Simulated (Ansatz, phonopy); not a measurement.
# Quasi-harmonic thermodynamics of Cu (Copper, Fm-3m), part 2 of 4

How much does Cu (Copper) expand with temperature?

Experimental results on record:
- heat capacity C_P per formula unit 24.5 J/mol/K near room temperature (given in “High-Throughput Prediction of Finite-Temperature Properties using the Quasi-Harmonic Approximation”, 2016, arXiv:1603.06924)

Ansatz 0.2.0; DFT PBEsol, scalar-relativistic, plane waves, PAW.

So far. Step 2 (Probe on a coarse mesh): The start is under -5.6 GPa at this level and looks like a metal on this mesh. Step 4 (Relaxing to small residual forces and stress): The residual pressure is -0.0012 GPa, small enough for phonons.

### Step 5. Phonons on strained cells, k-mesh 24×24×24, q-mesh 3×3×3

Thermal expansion follows from how the free energy of the vibrations (and of the electrons in a metal) changes with strain, so the program makes strained cells, their phonons and a fit in one run.

Contents of input.yaml:

```yaml
crystal:
  lattice:
    - [0.0, 1.7819327926, 1.7819327926]
    - [1.7819327926, 0.0, 1.7819327926]
    - [1.7819327926, 1.7819327926, 0.0]
  atoms:
    - { symbol: Cu, position: [0.0, 0.0, 0.0] }
kpoints:
  mp_grid: { grid: [24, 24, 24] }
hamiltonian:
  xc: pbesol
scf:
  occupations: { method: methfessel_paxton, width: 0.2 }
  lower_state_search: "off"
output:
  eigenvalues: true
phonons:
  method: dfpt
  qmesh: [3, 3, 3]
  temperatures: { t_max: 1200.0, t_step: 50 }
  thermal_expansion: {}
```

The run is started by

```console
> ansatz run input.yaml --threads 8 --pin off --max-ram 16384MiB --backend cpu --events-out ev --progress --plain --runs-dir out
```

Numbers of over 12 decimals in the logs are rounded to 6 here.

What it wrote:

```text
[...]
Crystal: 1 atoms, lattice volume = 11.316 Å³
Basis set: ecut = 487.2 eV, 283 PW (Γ), exchange–correlation on 40×40×40 points (8 copies of the dense FFT grid, shifted against one another)
Bands: 14, of which v1, the nominal top of the filled ones, is band 10 counted from 1 (9 counted from 0)
Symmetry: 48 space group operations
[...]
k-points: 413 of 13824
[...]
SCF iter   1: F=—  HF=-6588.781801 eV  |F-HF|=—  |Δ(HF+E_count)|=         —  Δρ=2.01e-2  dr2=2.33e-2  ethr=1.77e-3  ⟨swp⟩=4.9  Hψ=28511  notcnv=0
[...]
SCF iter   8: F=-6588.775859 eV  HF=-6588.775859 eV  |F-HF|=2.73e-12  |Δ(HF+E_count)|=  1.82e-12  S|Δr|=    0.00e0  Δρ=2.11e-8  dr2=6.95e-15  ethr=1.00e-12  ⟨swp⟩=4.2  Hψ=19301  notcnv=0
SCF 1 converged in 8 iterations: F = -6588.775859 eV  dr2 = 6.95e-15
[...]
relax step   1: F+E_penalty+E_count = -6588.77585943 eV  Δ(F+E_penalty+E_count) = +0.000e0 eV  max|allowed force component| = 0.000e0 eV/Å  Δτ_max = 0.0000 Å  (8 SCF iters, accepted)
SCF converged after 8 iterations
[...]
Free energy (F): -6588.775859 eV
[...]
Internal energy: -6588.776218 eV  (E = F + TS)
E sigma→0 (E₀):  -6588.775949 eV
Entropy (-TS):   0.000359 eV (0.359 meV/atom)
Fermi energy:    17.530711 eV
[...]
--- Stress (GPa, compression-positive) ---
       -0.042993       0.000000       0.000000
        0.000000      -0.042993      -0.000000
        0.000000      -0.000000      -0.042993
  P = ⅓ Tr σ = -0.0430 GPa (-0.430 kbar)
--- Band table (eV; the first three rows and the last of 413) ---
  k-point 0: bands = [... 6 lower, 14.3841, 14.3841, 15.2855, 15.2855, 40.4509, 43.2658, 43.2658, 43.2658]
  k-point 1: bands = [... 6 lower, 14.3973, 14.3973, 15.2800, 15.2800, 40.1500, 42.2393, 43.0404, 43.0404]
  k-point 2: bands = [... 6 lower, 14.4342, 14.4342, 15.2664, 15.2664, 38.7859, 41.4040, 42.5637, 42.5637]
  k-point 412: bands = [... 6 lower, 13.8195, 15.2351, 16.0534, 23.8360, 23.8360, 26.0191, 26.6317, 46.2802]
── thermal expansion: 3 new cells, 3 in all ──
thermal expansion: relaxation of cell 2
thermal expansion: relaxation of cell 3
── thermal expansion: 2 new cells, 5 in all ──
thermal expansion: relaxation of cell 4
thermal expansion: electrons of cell 4
thermal expansion: phonons of cell 4
thermal expansion: relaxation of cell 5
thermal expansion: electrons of cell 1
thermal expansion: electrons of cell 2
thermal expansion: electrons of cell 3
thermal expansion: electrons of cell 5
thermal expansion: phonons of cell 5
── thermal expansion: 7 new cells, 12 in all ──
thermal expansion: relaxation of cell 6
thermal expansion: relaxation of cell 7
thermal expansion: relaxation of cell 8
thermal expansion: relaxation of cell 9
thermal expansion: relaxation of cell 10
thermal expansion: relaxation of cell 11
thermal expansion: relaxation of cell 12
thermal expansion: electrons of cell 6
thermal expansion: electrons of cell 7
thermal expansion: electrons of cell 8
thermal expansion: electrons of cell 9
thermal expansion: electrons of cell 10
thermal expansion: electrons of cell 11
thermal expansion: electrons of cell 12
thermal expansion: phonons of cell 6
thermal expansion: phonons of cell 7
thermal expansion: phonons of cell 8
thermal expansion: phonons of cell 9
--- Relaxed structure (1 steps of the walk, 1 accepted, 0 SCFs on fresh bases) ---
  F+E_penalty+E_count = -6588.77585943 eV   max|allowed force component| = 0.000e0 eV/Å
  atoms:
    - { symbol: Cu, position: [0.0, 0.0, 0.0] }
--- Thermal expansion: 12 cells in 3 rounds, 0 GPa ---
  no lower state was looked for at cell 4: scf.lower_state_search: off
  without vibrations: a 2.51981, b 2.51981, c 2.51981 Å, V 11.3132 Å³, B 168.19 GPa
  at 0 K: a 2.52462, b 2.52462, c 2.52462 Å, V 11.3782 Å³, B 165.22 GPa
  zero-point expansion: a +0.191, b +0.191, c +0.191, V +0.575 %
      T/K        a/Å        b/Å        c/Å       V/Å³ | expansion of a, b, c, V (1e-6/K)   | that of V in the mean from 25 °C | C_P, C_V (J/mol K of the cell) | B_T, B_S (GPa)
     0.00    2.52462    2.52462    2.52462    11.3782 |    0.00    0.00    0.00    0.00 |   29.48 |     0.000     0.000 |   165.22   165.22
   150.00    2.52689    2.52689    2.52689    11.4089 |   12.02   12.02   12.02   36.07 |   41.33 |    20.164    19.947 |   162.05   163.82
   298.15    2.53207    2.53207    2.53207    11.4791 |   14.95   14.95   14.95   44.86 |       - |    24.374    23.725 |   156.37   160.64
   400.00    2.53604    2.53604    2.53604    11.5333 |   15.82   15.82   15.82   47.47 |   46.35 |    25.388    24.434 |   152.28   158.22
   550.00    2.54227    2.54227    2.54227    11.6184 |   16.83   16.83   16.83   50.49 |   48.18 |    26.359    24.926 |   146.07   154.47
   700.00    2.54888    2.54888    2.54888    11.7093 |   17.79   17.79   17.79   53.38 |   49.89 |    27.165    25.201 |   139.63   150.51
   850.00    2.55588    2.55588    2.55588    11.8062 |   18.84   18.84   18.84   56.51 |   51.62 |    27.964    25.398 |   132.92   146.34
  1000.00    2.56334    2.56334    2.56334    11.9098 |   20.02   20.02   20.02   60.07 |   53.45 |    28.820    25.561 |   125.90   141.95
  1150.00    2.57131    2.57131    2.57131    12.0212 |   21.41   21.41   21.41   64.24 |   55.43 |    29.780    25.708 |   118.52   137.29
  1200.00    2.57410    2.57410    2.57410    12.0603 |   21.94   21.94   21.94   65.81 |   56.14 |    30.132    25.755 |   115.96   135.67
  the static fit leaves 0.006 meV an atom of the energies and, of the stresses, 0.000 GPa of each cell's largest along a strain (root mean squares over the cells), whose Pulay part it has at -0.091 GPa
  vibrations' free energy: its fit leaves 0.0000 meV an atom at the most
  the electrons' free energy at temperature is in it; its fit leaves 0.0000 meV an atom at the most
  free energies summed between the sampled wave vectors
  estimated error of the fitted expansion in any direction: up to 0.022e-6/K, at 950 K (an estimate, not a bound: it was exceeded on models of known expansion)
  by sums over the sampled wave vectors an expansion of the volume parts by up to 4.31e-6/K
  by a static energy of one degree less an expansion of the volume parts by up to 0.21e-6/K
  the FFT grids of the static calculations differ: 18 × 18 × 18, 20 × 20 × 20
```

Run time: 8.8 min. Hardware: 8 threads of Arm Neoverse V2, shared host; peak memory 3.8 GiB; 59 min of CPU time.

This step gave:

```yaml
pressure: -0.04299 GPa
volume_expansion_coefficient_at_298_k: 44.86 1e-6/K
c_p_at_298_k: 24.37 J/mol-atom/K
entropy_at_298_k: 32.17 J/mol-atom/K
isothermal_bulk_modulus_at_298_k: 156.4 GPa
grueneisen_parameter_at_298_k: 2.044
volume_at_298_k: 11.48 Å³/atom
principal_linear_expansion_coefficients_at_298_k: 14.95, 14.95, 14.95 1e-6/K
```

Strained cells of the study; zero-point energy where phonons were solved; the pressures are stresses at a fixed cutoff and can carry an offset from the finite basis. Expansion cells, by row:

```tsv
cell	|a| (Å)	|b| (Å)	|c| (Å)	V (Å³/atom)	E - E_lowest (meV/atom)	pressure, compression positive (GPa)	gap (eV)	zero-point energy (meV/atom)
1	2.52	2.52	2.52	11.32	0	-0.137	-	-
2	2.54	2.54	2.54	11.59	3.384	-3.917	-	-
3	2.5	2.5	2.5	11.05	3.403	4.121	-	-
4	2.52	2.52	2.52	11.32	0	-0.143	-	32.39
5	2.533	2.533	2.533	11.49	1.359	-2.562	-	31.38
6	2.548	2.548	2.548	11.7	6.357	-5.239	-	30.18
7	2.562	2.562	2.562	11.89	13.99	-7.478	-	29.1
8	2.576	2.576	2.576	12.09	24.4	-9.529	-	28.04
9	2.59	2.59	2.59	12.29	37.44	-11.4	-	26.98
10	2.495	2.495	2.495	10.98	5.375	5.268	-	-
11	2.508	2.508	2.508	11.15	1.296	2.464	-	-
12	2.611	2.611	2.611	12.59	60.76	-13.82	-	-
```

Quasi-harmonic; a, b, c are the run's own cell vectors. Expansion, by row:

```tsv
T (K)	a (Å)	b (Å)	c (Å)	alpha (deg)	beta (deg)	gamma (deg)	cell volume (Å³/cell)	alpha_a (1e-6/K)	alpha_b (1e-6/K)	alpha_c (1e-6/K)	alpha_V (1e-6/K)	C_P (J/mol-atom/K)	C_V (J/mol-atom/K)	S (J/mol-atom/K)	B_T (GPa)	B_S (GPa)	Grueneisen	extrapolation	fit error (1e-6/K)
0	2.525	2.525	2.525	60	60	60	11.38	0	0	0	0	0	0	0	165.2	165.2	-	0	0
50	2.525	2.525	2.525	60	60	60	11.38	3.12	3.12	3.12	9.35	5.677	5.672	2.078	165	165.2	1.863	0	0
100	2.526	2.526	2.526	60	60	60	11.39	9.07	9.07	9.07	27.22	15.53	15.44	9.369	163.8	164.7	1.98	0	0
150	2.527	2.527	2.527	60	60	60	11.41	12.02	12.02	12.02	36.07	20.16	19.95	16.66	162.1	163.8	2.014	0	0
200	2.529	2.529	2.529	60	60	60	11.43	13.5	13.5	13.5	40.51	22.38	22.02	22.8	160.2	162.8	2.028	0	0.01
250	2.53	2.53	2.53	60	60	60	11.45	14.37	14.37	14.37	43.12	23.61	23.11	27.94	158.3	161.7	2.037	0	0.01
298.1	2.532	2.532	2.532	60	60	60	11.48	14.95	14.95	14.95	44.86	24.37	23.73	32.17	156.4	160.6	2.044	0	0.01
300	2.532	2.532	2.532	60	60	60	11.48	14.97	14.97	14.97	44.92	24.4	23.74	32.32	156.3	160.6	2.044	0	0.01
350	2.534	2.534	2.534	60	60	60	11.51	15.43	15.43	15.43	46.3	24.95	24.15	36.13	154.3	159.4	2.05	0	0.01
400	2.536	2.536	2.536	60	60	60	11.53	15.82	15.82	15.82	47.47	25.39	24.43	39.49	152.3	158.2	2.055	0	0.01
450	2.538	2.538	2.538	60	60	60	11.56	16.18	16.18	16.18	48.53	25.75	24.64	42.5	150.2	157	2.06	0	0.01
500	2.54	2.54	2.54	60	60	60	11.59	16.51	16.51	16.51	49.52	26.07	24.8	45.23	148.2	155.7	2.065	0	0.01
550	2.542	2.542	2.542	60	60	60	11.62	16.83	16.83	16.83	50.49	26.36	24.93	47.73	146.1	154.5	2.07	0	0.01
600	2.544	2.544	2.544	60	60	60	11.65	17.15	17.15	17.15	51.44	26.64	25.03	50.03	143.9	153.2	2.075	0	0.01
650	2.547	2.547	2.547	60	60	60	11.68	17.47	17.47	17.47	52.4	26.9	25.12	52.18	141.8	151.8	2.08	0	0.02
700	2.549	2.549	2.549	60	60	60	11.71	17.79	17.79	17.79	53.38	27.16	25.2	54.18	139.6	150.5	2.086	0	0.02
750	2.551	2.551	2.551	60	60	60	11.74	18.13	18.13	18.13	54.39	27.43	25.27	56.06	137.4	149.1	2.091	0	0.02
800	2.554	2.554	2.554	60	60	60	11.77	18.48	18.48	18.48	55.43	27.69	25.34	57.84	135.2	147.8	2.097	0	0.02
850	2.556	2.556	2.556	60	60	60	11.81	18.84	18.84	18.84	56.51	27.96	25.4	59.53	132.9	146.3	2.103	0	0.02
900	2.558	2.558	2.558	60	60	60	11.84	19.21	19.21	19.21	57.64	28.24	25.45	61.13	130.6	144.9	2.109	0	0.02
950	2.561	2.561	2.561	60	60	60	11.87	19.61	19.61	19.61	58.82	28.52	25.51	62.67	128.3	143.4	2.115	0	0.02
1000	2.563	2.563	2.563	60	60	60	11.91	20.02	20.02	20.02	60.07	28.82	25.56	64.14	125.9	141.9	2.122	0	0.02
1050	2.566	2.566	2.566	60	60	60	11.95	20.46	20.46	20.46	61.38	29.13	25.61	65.55	123.5	140.4	2.129	0	0.02
1100	2.569	2.569	2.569	60	60	60	11.98	20.92	20.92	20.92	62.77	29.45	25.66	66.92	121	138.9	2.136	0	0.02
1150	2.571	2.571	2.571	60	60	60	12.02	21.41	21.41	21.41	64.24	29.78	25.71	68.23	118.5	137.3	2.144	0	0.02
1200	2.574	2.574	2.574	60	60	60	12.06	21.94	21.94	21.94	65.81	30.13	25.75	69.51	116	135.7	2.152	0	0.02
```

Table of expansion coefficient by temperature; values in 1e-6/K:

```tsv
temperature (K)	volume	principal 1
0	0	0
50	9.35	3.12
100	27.2	9.07
200	40.5	13.5
250	43.1	14.4
298	44.9	14.9
300	44.9	15.0
350	46.3	15.4
450	48.5	16.2
500	49.5	16.5
550	50.5	16.8
600	51.4	17.1
650	52.4	17.5
700	53.4	17.8
800	55.4	18.5
850	56.5	18.8
900	57.6	19.2
950	58.8	19.6
1000	60.1	20.0
1100	62.8	20.9
1150	64.2	21.4
1200	65.8	21.9
```

At 298 K the volume expansion is 44.9 × 10⁻⁶/K and B_T is 156 GPa. The q-mesh is coarse, so this is a first estimate. The program raised the cutoff to 487.2 eV by itself: with no cutoff typed, the study takes about 1.16 times the default for its relaxations and scales it with the volume for the phonons.

### Step 6. Free-energy fit

This step: DFT PBEsol, scalar-relativistic, plane waves, PAW (phonopy 4.10.0).

This step gave:

| Item | Value |
| --- | --- |
| volume expansion coefficient at 300 K | 44.81 1e-6/K |
| isothermal bulk modulus at 300 K | 156.4 GPa |
| C_P at 300 K | 24.47 J/mol-atom/K |
| Grüneisen parameter at 300 K | 2.059 |

Energy (each curve on its own zero) against volume; values in meV/atom:

```tsv
volume (Å³/atom)	static	F at 0 K	F at 300 K	F at 1200 K
11.317	0	2.71	7.1	27.0
11.487	1.36	3.06	5.93	18.8
11.696	6.36	6.86	7.83	12.0
11.890	14.0	13.4	12.6	8.64
12.088	24.4	22.8	20.0	7.77
12.289	37.4	34.7	30.1	9.25
```

Phonopy-qha, vinet fit of F(V) at each temperature. Qha vinet, by row:

```tsv
T (K)	fitted volume (Å³/atom)	alpha_V (1e-6/K)	B_T (GPa)	C_P (J/mol-atom/K)	Grueneisen
100	11.39	25.65	163.8	15.09	1.875
150	11.41	35.35	162.2	20.17	1.985
200	11.43	40.19	160.3	22.47	2.027
250	11.46	42.95	158.4	23.7	2.047
300	11.48	44.81	156.4	24.47	2.059
350	11.51	46.22	154.4	25.02	2.069
400	11.53	47.41	152.4	25.44	2.078
450	11.56	48.47	150.4	25.79	2.087
500	11.59	49.47	148.3	26.1	2.095
550	11.62	50.44	146.2	26.39	2.103
600	11.65	51.4	144	26.66	2.111
650	11.68	52.37	141.9	26.92	2.12
700	11.71	53.36	139.7	27.18	2.128
750	11.74	54.38	137.5	27.45	2.137
800	11.77	55.43	135.2	27.71	2.146
850	11.81	56.52	132.9	27.98	2.156
900	11.84	57.65	130.6	28.25	2.165
950	11.87	58.84	128.3	28.54	2.175
1000	11.91	60.08	125.9	28.83	2.185
1050	11.95	61.38	123.5	29.14	2.196
1100	11.98	62.76	121.1	29.45	2.207
1150	12.02	64.2	118.6	29.79	2.218
```

Table of volume expansion coefficient by temperature; values in 1e-6/K:

```tsv
temperature (K)	phonopy-qha, Vinet	Ansatz's own study
100	25.6	27.2
150	35.4	36.1
200	40.2	40.5
250	43.0	43.1
300	44.8	44.9
350	46.2	46.3
400	47.4	47.5
450	48.5	48.5
500	49.5	49.5
550	50.4	50.5
600	51.4	51.4
650	52.4	52.4
700	53.4	53.4
750	54.4	54.4
800	55.4	55.4
850	56.5	56.5
900	57.6	57.6
950	58.8	58.8
1000	60.1	60.1
1050	61.4	61.4
1100	62.8	62.8
1150	64.2	64.2
```

The fit gives a volume expansion of 44.8 × 10⁻⁶/K at 300 K, against 44.9 at 298 K from the study itself, whose static fit uses more cells.

[end of part 2 of 4]

[Logs are printed without paths, hosts, clocks, repeated set-up lines and the standing remarks that a program may print on its own settings, such as how far it seeks lower states.]

[Hosts, paths, dates, database ids (printed as entryN), source tags and the programs' standing remarks are cut or masked in the printed files.]

[A step with changed settings may run another functional than the one named; its input shows which.]
